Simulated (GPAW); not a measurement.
# Nb2NOS MXene monolayer in an electric field, part 2 of 2

Wanted: the out-of-plane polarisability of Nb2NOS MXene monolayer.

GPAW 26.7.0; GPAW, PAW setups; layer in a repeated cell with vacuum, relaxation of atoms and in-plane cell (the session's first sound run).

So far, dipole along the normal (e·Å): step 2 (relaxing the atoms) -0.00216; step 3 (plane waves, PBE) -0.00145; step 4 (In a field) -0.0644; step 5 (field on) -0.0328.

## Step 6: Field on

Level of this step: GPAW, PAW setups; slab in vacuum (GPAW).

Contents of run.py:

```python
import json
import numpy as np
from ase import Atoms
from gpaw import GPAW, PW
from gpaw.external import ConstantElectricField

slab = Atoms(
    ['S', 'Nb', 'N', 'Nb', 'O'],
    positions=[
        [-0.00000, 1.83293, 9.00000],
        [1.58736, 0.91646, 10.64867],
        [0.00000, -0.00000, 11.89708],
        [-0.00000, 1.83293, 13.02630],
        [1.58736, 0.91646, 14.06735]],
    cell=[[3.17472, -0.0, 0.0], [-1.58736, 2.74939, 0.0], [0.0, 0.0, 23.0674]],
    pbc=[True, True, False])

slab.calc = GPAW(mode=PW(500), xc='PBE', kpts={'size': (12, 12, 1), 'gamma': True},
                 occupations={'name': 'fermi-dirac', 'width': 0.05}, nbands='160%',
                 convergence={'density': 1e-05}, maxiter=200,
                 poissonsolver={'dipolelayer': 'xy'},
                 external=ConstantElectricField(-0.05, [0, 0, 1]),
                 symmetry={'tolerance': 1e-3}, txt='slab.txt')
result = {}
energy = slab.get_potential_energy()
fermi = slab.calc.get_fermi_level()
v = slab.calc.get_electrostatic_potential().mean((0, 1)) - fermi
n = slab.calc.get_pseudo_density().mean((0, 1))
L = slab.cell[2, 2]
z = np.arange(len(v)) * L / len(v)
low, high = slab.positions[:, 2].min(), slab.positions[:, 2].max()
below, above = np.interp([low - 6.8, high + 6.8], z, v)
slopes = [np.interp(x, z, np.gradient(v, z)) for x in (low - 6.8, high + 6.8)]
eps = np.array([[slab.calc.get_eigenvalues(k, s) for k in range(len(slab.calc.get_ibz_k_points()))]
                for s in range(slab.calc.get_number_of_spins())]) - fermi
top, bottom = eps[eps < 0].max(), eps[eps > 0].min()
dipole = slab.get_dipole_moment()[2]
print(f'energy {energy:.4f} eV, Fermi level {fermi:.4f} eV, dipole {dipole:.5f} e A')
print(f'potential 6.8 A off the faces, from the Fermi level: lower {below:.4f} eV, upper {above:.4f} eV')
print(f'slope of the potential there: lower {slopes[0]:.5f}, upper {slopes[1]:.5f} eV/A')
print(f'nearest levels on the mesh: {top:.4f} and {bottom:.4f} eV')
print('magnetic moment', round(slab.get_magnetic_moment(), 3))
result.update(energy=energy, fermi=fermi, dipole=dipole, below=below, above=above, slopes=slopes, edges=[top, bottom],
              z=z.tolist(), v=v.tolist(), n=n.tolist(), positions=slab.positions.tolist(),
              forces=slab.get_forces(apply_constraint=False).tolist(), moments=slab.get_magnetic_moments().tolist())
json.dump(result, open('result.json', 'w'))
```

Launch:

```console
$ OMP_NUM_THREADS=1 OPENBLAS_NUM_THREADS=1 python run.py
```

What it wrote:

```text
energy -44.7051 eV, Fermi level -0.1958 eV, dipole -0.01697 e A
potential 6.8 A off the faces, from the Fermi level: lower 5.2005 eV, upper 5.5530 eV
slope of the potential there: lower -0.00062, upper 0.00027 eV/A
nearest levels on the mesh: -0.0439 and 0.1075 eV
magnetic moment 0.0
```

Run time: 2.5 min. Hardware: 1 thread of INTEL XEON PLATINUM 8581C at 2.30GHz (Emerald Rapids), shared host; peak memory 0.6 GiB.

The electrostatic potential energy of an electron (without an applied field's), less the Fermi level, planar mean oscillates, so the rows of the table below give means over windows of 1 Å about each position, cut where the curve ends. Its maxima inside the range that stand out by 2 % of the span (Å: eV): 9.7: -5.57, 11.4: -8.67, 12.3: -10.9, 13.7: -11.3. Its minima: 9.0: -19.0, 10.7: -23.6, 11.9: -14.6, 13.0: -23.9, 13.9: -12.1.

Table of electrostatic potential energy of an electron (without an applied field's), less the Fermi level, planar mean by z; means over each step:

z (Å), electrostatic potential energy of an electron (without an applied field's), less the Fermi level, planar mean (eV) and a bar from the least value:
```
        0        5.3 ##############################
        1        5.2 ##############################
        2        5.2 ##############################
        3        5.2 ##############################
        4        5.2 ##############################
        5        5.2 ##############################
        6        5.2 ##############################
        7        5.1 #############################
        8        2.1 ##########################
        9      -13.2 ########
       10      -11.0 ###########
       11      -16.7 ####
       12      -12.1 #########
       13      -20.0 
       14       -9.5 ############
       15        4.1 ############################
       16        5.5 ##############################
       17        5.5 ##############################
       18        5.6 ##############################
       19        5.6 ##############################
       20        5.6 ##############################
       21        5.6 ##############################
       22        5.6 ##############################
```

## Step 7: In a field

run.py: that of step 6 with these lines changed.

```diff
@@ -21,3 +21,3 @@
                  poissonsolver={'dipolelayer': 'xy'},
-                 external=ConstantElectricField(-0.05, [0, 0, 1]),
+                 external=ConstantElectricField(0.05, [0, 0, 1]),
                  symmetry={'tolerance': 1e-3}, txt='slab.txt')
```

What it wrote:

```text
energy -44.7050 eV, Fermi level -0.2130 eV, dipole 0.01466 e A
potential 6.8 A off the faces, from the Fermi level: lower 5.5526 eV, upper 5.2494 eV
slope of the potential there: lower -0.00062, upper 0.00027 eV/A
nearest levels on the mesh: -0.0441 and 0.1072 eV
magnetic moment 0.0
```

It took 2.5 min on 1 thread; peak memory 0.6 GiB.

The electrostatic potential energy of an electron (without an applied field's), less the Fermi level, planar mean oscillates, so the rows of the table below give means over windows of 0.5 Å about each position, cut where the curve ends. Its maxima inside the range that stand out by 2 % of the span (Å: eV): 9.71: -5.39, 11.44: -8.66, 12.30: -11.0, 13.74: -11.5. Its minima: 9.03: -18.8, 10.67: -23.5, 11.92: -14.7, 13.07: -24.1, 13.94: -12.3.

Electrostatic potential energy of an electron (without an applied field's), less the Fermi level, planar mean against z; means over each step:

| z (Å) | electrostatic potential energy of an electron (without an applied field's), less the Fermi level, planar mean (eV) |
| --- | --- |
| 0.0 | 5.46 |
| 0.5 | 5.54 |
| 1.0 | 5.55 |
| 1.5 | 5.55 |
| 2.0 | 5.55 |
| 2.5 | 5.55 |
| 3.0 | 5.55 |
| 3.5 | 5.55 |
| 4.0 | 5.55 |
| 4.5 | 5.55 |
| 5.0 | 5.55 |
| 5.5 | 5.55 |
| 6.0 | 5.54 |
| 6.5 | 5.53 |
| 7.0 | 5.45 |
| 7.5 | 5.05 |
| 8.0 | 3.14 |
| 8.5 | -4.93 |
| 9.0 | -16.7 |
| 9.5 | -8.21 |
| 10.0 | -9.29 |
| 10.5 | -20.9 |
| 11.0 | -17.1 |
| 11.5 | -9.86 |
| 12.0 | -13.1 |
| 12.5 | -14.4 |
| 13.0 | -22.8 |
| 13.5 | -15.4 |
| 14.0 | -11.2 |
| 14.5 | -0.988 |
| 15.0 | 4.23 |
| 15.5 | 5.08 |
| 16.0 | 5.22 |
| 16.5 | 5.24 |
| 17.0 | 5.25 |
| 17.5 | 5.25 |
| 18.0 | 5.25 |
| 18.5 | 5.25 |
| 19.0 | 5.25 |
| 19.5 | 5.25 |
| 20.0 | 5.25 |
| 20.5 | 5.25 |
| 21.0 | 5.25 |
| 21.5 | 5.25 |
| 22.0 | 5.25 |
| 22.5 | 5.25 |

## Step 8: In a field

run.py: that of step 7 with these lines changed.

```diff
@@ -21,3 +21,3 @@
                  poissonsolver={'dipolelayer': 'xy'},
-                 external=ConstantElectricField(0.05, [0, 0, 1]),
+                 external=ConstantElectricField(0.1, [0, 0, 1]),
                  symmetry={'tolerance': 1e-3}, txt='slab.txt')
```

What it wrote:

```text
energy -44.7062 eV, Fermi level -0.2218 eV, dipole 0.03048 e A
potential 6.8 A off the faces, from the Fermi level: lower 5.7290 eV, upper 5.0979 eV
slope of the potential there: lower -0.00062, upper 0.00027 eV/A
nearest levels on the mesh: -0.0441 and 0.1071 eV
magnetic moment 0.0
```

The job ended after 2.5 min (1 thread; peak memory 0.6 GiB).

The electrostatic potential energy of an electron (without an applied field's), less the Fermi level, planar mean oscillates, so the rows of the table below give means over windows of 1 Å about each position, cut where the curve ends. Its maxima inside the range that stand out by 2 % of the span (Å: eV): 9.7: -5.30, 11.4: -8.65, 12.3: -11.0, 13.7: -11.6. Its minima: 9.0: -18.7, 10.7: -23.4, 11.9: -14.7, 13.1: -24.1, 13.9: -12.4.

Electrostatic potential energy of an electron (without an applied field's), less the Fermi level, planar mean against z; means over each step:

```
z (Å)  electrostatic potential energy of an electron (without an applied field's), less the Fermi level, planar mean (eV)
    0                                                                                                                5.61
    1                                                                                                                5.73
    2                                                                                                                5.73
    3                                                                                                                5.73
    4                                                                                                                5.73
    5                                                                                                                5.73
    6                                                                                                                5.72
    7                                                                                                                5.59
    8                                                                                                                2.55
    9                                                                                                               -12.9
   10                                                                                                               -10.8
   11                                                                                                               -16.6
   12                                                                                                               -12.1
   13                                                                                                               -20.2
   14                                                                                                               -9.80
   15                                                                                                                3.63
   16                                                                                                                5.05
   17                                                                                                                5.09
   18                                                                                                                5.10
   19                                                                                                                5.10
   20                                                                                                                5.10
   21                                                                                                                5.10
   22                                                                                                                5.10
```

The dipole is now 0.0305 e Å, against -0.0015 in the run without a field.

## Step 9: In a field

run.py: that of step 8 with these lines changed.

```diff
@@ -21,3 +21,3 @@
                  poissonsolver={'dipolelayer': 'xy'},
-                 external=ConstantElectricField(0.1, [0, 0, 1]),
+                 external=ConstantElectricField(0.2, [0, 0, 1]),
                  symmetry={'tolerance': 1e-3}, txt='slab.txt')
```

What it wrote:

```text
energy -44.7108 eV, Fermi level -0.2398 eV, dipole 0.06214 e A
potential 6.8 A off the faces, from the Fermi level: lower 6.0828 eV, upper 4.7952 eV
slope of the potential there: lower -0.00062, upper 0.00027 eV/A
nearest levels on the mesh: -0.0442 and 0.1067 eV
magnetic moment 0.0
```

Run time: 2.6 min. Hardware: 1 thread; peak memory 0.6 GiB.

The electrostatic potential energy of an electron (without an applied field's), less the Fermi level, planar mean oscillates, so the rows of the table below give means over windows of 1 Å about each position, cut where the curve ends. Its maxima inside the range that stand out by 2 % of the span (Å: eV): 0.5: 6.08, 9.7: -5.12, 11.4: -8.64, 12.3: -11.1, 13.7: -11.8. Its minima: 9.0: -18.4, 10.7: -23.3, 11.9: -14.7, 13.1: -24.3, 14.0: -12.6.

The electrostatic potential energy of an electron (without an applied field's), less the Fermi level, planar mean by z; means over each step:

z (Å), electrostatic potential energy of an electron (without an applied field's), less the Fermi level, planar mean (eV) and a bar from the least value:
```
        0        5.8 ##############################
        1        6.1 ##############################
        2        6.1 ##############################
        3        6.1 ##############################
        4        6.1 ##############################
        5        6.1 ##############################
        6        6.1 ##############################
        7        5.9 ##############################
        8        2.9 ##########################
        9      -12.6 #########
       10      -10.7 ###########
       11      -16.5 ####
       12      -12.2 #########
       13      -20.3 
       14      -10.0 ############
       15        3.3 ###########################
       16        4.8 ############################
       17        4.8 #############################
       18        4.8 #############################
       19        4.8 #############################
       20        4.8 #############################
       21        4.8 #############################
       22        4.8 #############################
```

The dipole is now 0.0621 e Å, against -0.0015 in the run without a field.

## Step 10: Field on

run.py: that of step 9 with these lines changed.

```diff
@@ -21,3 +21,3 @@
                  poissonsolver={'dipolelayer': 'xy'},
-                 external=ConstantElectricField(0.2, [0, 0, 1]),
+                 external=ConstantElectricField(0.3, [0, 0, 1]),
                  symmetry={'tolerance': 1e-3}, txt='slab.txt')
```

What it wrote:

```text
energy -44.7186 eV, Fermi level -0.2585 eV, dipole 0.09383 e A
potential 6.8 A off the faces, from the Fermi level: lower 6.4377 eV, upper 4.4933 eV
slope of the potential there: lower -0.00062, upper 0.00027 eV/A
nearest levels on the mesh: -0.0443 and 0.1064 eV
magnetic moment 0.0
```

Elapsed: 2.6 min, on 1 thread; peak memory 0.6 GiB.

The dipole is now 0.0938 e Å, against -0.0015 in the run without a field.

## Step 11: The series

The members are put on one axis.

This step: induced dipole against applied field (GPAW 26.7.0).

Table of dipole along the normal by field:

| field (V/Å) | dipole along the normal (e·Å) |
| --- | --- |
| -0.200 | -0.0644 |
| -0.100 | -0.0328 |
| -0.050 | -0.0170 |
| 0.000 | -0.00145 |
| 0.050 | 0.0147 |
| 0.100 | 0.0305 |
| 0.200 | 0.0621 |
| 0.300 | 0.0938 |

## Step 12: A changed run

One more run, with changed settings.

This step: GPAW, PAW setups; slab in vacuum (GPAW 26.7.0).

run.py: that of step 10 with these lines changed.

```diff
@@ -4,3 +4,2 @@
 from gpaw import GPAW, PW
-from gpaw.external import ConstantElectricField
 
@@ -18,6 +17,5 @@
 slab.calc = GPAW(mode=PW(500), xc='PBE', kpts={'size': (12, 12, 1), 'gamma': True},
-                 occupations={'name': 'fermi-dirac', 'width': 0.05}, nbands='160%',
-                 convergence={'density': 1e-05}, maxiter=200,
+                 occupations={'name': 'fermi-dirac', 'width': 0.05}, nbands='100%',
+                 convergence={'density': 1e-05}, maxiter=50,
                  poissonsolver={'dipolelayer': 'xy'},
-                 external=ConstantElectricField(0.3, [0, 0, 1]),
                  symmetry={'tolerance': 1e-3}, txt='slab.txt')
```

What it wrote:

```text
gpaw.KohnShamConvergenceError
```

Run time: 83 s. Hardware: 1 thread; peak memory 0.26 GiB.

The run stopped without converging, so none of its numbers is a property of the system.

The fault put into the input: too few bands, under a cap of 50 iterations, which ended the run (nbands = "100 % of the filled bands").

## Step 13: Outcome

| Property | Result |
| --- | --- |
| work function, upper and lower face | 5.401 and 5.377 eV |
| dipole along the normal | -0.00145 e Å |
| induced dipole per field | 0.316 e Å per V/Å |
| out-of-plane polarisability per area, α/(ε0 A) | 6.56 Å |

What this shows: The field induces 0.316 e Å per V/Å, a polarisable thickness α/(ε0 A) of 6.56 Å beside 5.07 Å between the outermost nuclei. A perfect conductor would give the distance between its two image planes; a dielectric of thickness t gives t(1 - 1/ε). The induced dipole is linear in the field over this range. The starting lattice was a guess from atomic radii; the relaxation moved it by 3 %. The small printed dipole stands for a step of 30 meV from the lower to the upper face, and the probes find 24 meV; values this small are near the numerical noise of both. The cell holds an odd number of electrons, so without spin polarisation it must come out metallic and without a moment, whatever its true state. The layer's cell and atoms come from the relaxation; spin-orbit coupling and temperature are left out.

[Logs are printed without paths, hosts, clocks, repeated set-up lines and the standing remarks that a program may print on its own settings, such as how far it seeks lower states.]

[Hosts, paths, dates, database ids (printed as entryN), source tags and the programs' standing remarks are cut or masked in the printed files.]
